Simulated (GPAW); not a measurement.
Consider SnSe (Fm-3m).

```cif
data_structure
_symmetry_space_group_name_H-M 'P 1'
_symmetry_Int_Tables_number 1
_cell_length_a 4.2568
_cell_length_b 4.2568
_cell_length_c 4.2568
_cell_angle_alpha 60.000
_cell_angle_beta 60.000
_cell_angle_gamma 60.000
_cell_volume 54.54
loop_
_atom_site_label
_atom_site_type_symbol
_atom_site_fract_x
_atom_site_fract_y
_atom_site_fract_z
_atom_site_occupancy
Sn1 Sn 0.00000 0.00000 0.00000 1
Se2 Se 0.50000 0.50000 0.50000 1
```

Absorber: atom 1, with 6 Se at 3.01 Å (octahedral, site symmetry m-3m). Method: GPAW, LDA, full core hole (charged cell), 12-atom cell with 7.4 Å between holes, 2×3×3 k points, dipole transitions, Gaussian full width 8.49 eV.

**Question.** Where do the maxima of the Sn K edge fall?

Main maxima up to 28 eV above the zero (height): 2.4 eV (1.46) and 25.2 eV (0.98). A K edge sees empty p states on the absorber. 

The Sn K spectrum (energy from the lowest empty level; intensity scaled to a mean of 1 over the first 20 eV):

| E (eV) | intensity |
| --- | --- |
| -2.0 | 0.83 |
| -1.5 | 0.94 |
| -1.0 | 1.05 |
| -0.5 | 1.15 |
| 0.0 | 1.25 |
| 0.5 | 1.33 |
| 1.0 | 1.39 |
| 1.5 | 1.43 |
| 2.0 | 1.46 |
| 2.5 | 1.46 |
| 3.0 | 1.45 |
| 3.5 | 1.41 |
| 4.0 | 1.37 |
| 4.5 | 1.31 |
| 5.0 | 1.25 |
| 5.5 | 1.18 |
| 6.0 | 1.12 |
| 6.5 | 1.05 |
| 7.0 | 0.99 |
| 7.5 | 0.94 |
| 8.0 | 0.89 |
| 8.5 | 0.86 |
| 9.0 | 0.83 |
| 9.5 | 0.81 |
| 10.0 | 0.79 |
| 10.5 | 0.79 |
| 11.0 | 0.78 |
| 11.5 | 0.79 |
| 12.0 | 0.79 |
| 12.5 | 0.80 |
| 13.0 | 0.80 |
| 13.5 | 0.81 |
| 14.0 | 0.82 |
| 14.5 | 0.82 |
| 15.0 | 0.83 |
| 15.5 | 0.83 |
| 16.0 | 0.84 |
| 16.5 | 0.84 |
| 17.0 | 0.84 |
| 17.5 | 0.84 |
| 18.0 | 0.85 |
| 18.5 | 0.85 |
| 19.0 | 0.86 |
| 19.5 | 0.86 |
| 20.0 | 0.87 |
| 20.5 | 0.88 |
| 21.0 | 0.89 |
| 21.5 | 0.91 |
| 22.0 | 0.92 |
| 22.5 | 0.93 |
| 23.0 | 0.95 |
| 23.5 | 0.96 |
| 24.0 | 0.97 |
| 24.5 | 0.98 |
| 25.0 | 0.98 |
| 25.5 | 0.98 |
| 26.0 | 0.97 |
| 26.5 | 0.97 |
| 27.0 | 0.95 |
| 27.5 | 0.94 |
| 28.0 | 0.93 |
| 28.5 | 0.91 |
| 29.0 | 0.89 |
| 29.5 | 0.88 |
| 30.0 | 0.86 |
| 30.5 | 0.84 |
| 31.0 | 0.83 |
| 31.5 | 0.81 |
| 32.0 | 0.80 |

The script folds with a Gaussian, whereas the core hole's own line is a Lorentzian, so the onset is too steep and the first peak too high. The structure is a published determination, not relaxed.

[Banner, clock and machine lines of the logs are left out without a mark of their own.]

[Logs are printed without paths, hosts, clocks, repeated set-up lines and the standing remarks that a program may print on its own settings, such as how far it seeks lower states.]

[Hosts, paths, dates, database ids (printed as entryN), source tags and the programs' standing remarks are cut or masked in the printed files.]

[Lists of maxima count a maximum above −3 eV only where it reaches 4 % of the highest in the window and stands out from its surroundings by 2 % of it (1.5 % where it reaches 55 %); shoulders and weaker maxima are passed over, and of the rest the first, up to two pre-edge ones and the few strongest are named.]
